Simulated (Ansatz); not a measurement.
Consider CaOsO3 (cubic perovskite) (Pm-3m).

The structure was built from a prototype and need not be the compound's stable phase.

It takes space group Pm-3m (No. 221, cubic). Conventional cell: a = 3.854 Å, b = 3.854 Å, c = 3.854 Å, α = 90.00°, β = 90.00°, γ = 90.00°. Ca has 12 O at 2.73 Å nearest. Nearest to Os lie 6 O at 1.93 Å. Nearest to O lie 2 Os at 1.93 Å and 4 Ca at 2.73 Å. Farther neighbours and most contacts between anions are not listed.

```
Ca Os O
1.0
     0.00000   -3.85407    0.00000
     0.00000    0.00000    3.85407
    -3.85407    0.00000    0.00000
Ca Os O
1 1 3
Direct
  0.00000 0.00000 0.00000
  0.50000 0.50000 0.50000
  0.50000 0.50000 0.00000
  0.50000 0.00000 0.50000
  0.00000 0.50000 0.50000
```

The structure was relaxed with LDA. The structure type comes from a generator and need not be one that this composition takes. The structure was generated from a model, not taken from a measurement. The runs that relaxed it are not among those shown. The program's search for lower electronic states was switched off, so nothing shows that the state found is the lowest. Spin-orbit coupling is left out unless a run names it. PAW set soft_2, made with PBE.

A constrained-RPA run (Ansatz 0.2.0; non-magnetic LDA; Os t2g + anion p, bands v11 to c1, 4×4×4 mesh, medium accuracy) builds 12 functions on bands 11 eV wide, with 22.0 electrons in the window. The bare on-site interaction is 14.9 eV and the bare J 0.65 eV.

**Question.** Estimate U, U′ and J.

On the Os t2g shell, U = 4.54 eV (30 % of the bare value), U′ = 3.60 eV, J = 0.47 eV.

The parent state is non-magnetic and the interaction static (zero frequency); U depends on the window and the orbitals, so it belongs to this model alone. Spin-orbit coupling, which is strong for atoms this heavy, is left out. A window that holds the anion p bands defines a model with explicit ligands; its U belongs to that model and is not the U of DFT+U.

[Paths, hosts, dates, memory and timing lines, banners, echoed tables and standing remarks are left out of the program output.]

[Logs are printed without paths, hosts, clocks, repeated set-up lines and the standing remarks that a program may print on its own settings, such as how far it seeks lower states.]

[Runs of the session that timed out or met a known fault of the program may be left out.]

[Hosts, paths, dates, database ids (printed as entryN), source tags and the programs' standing remarks are cut or masked in the printed files.]
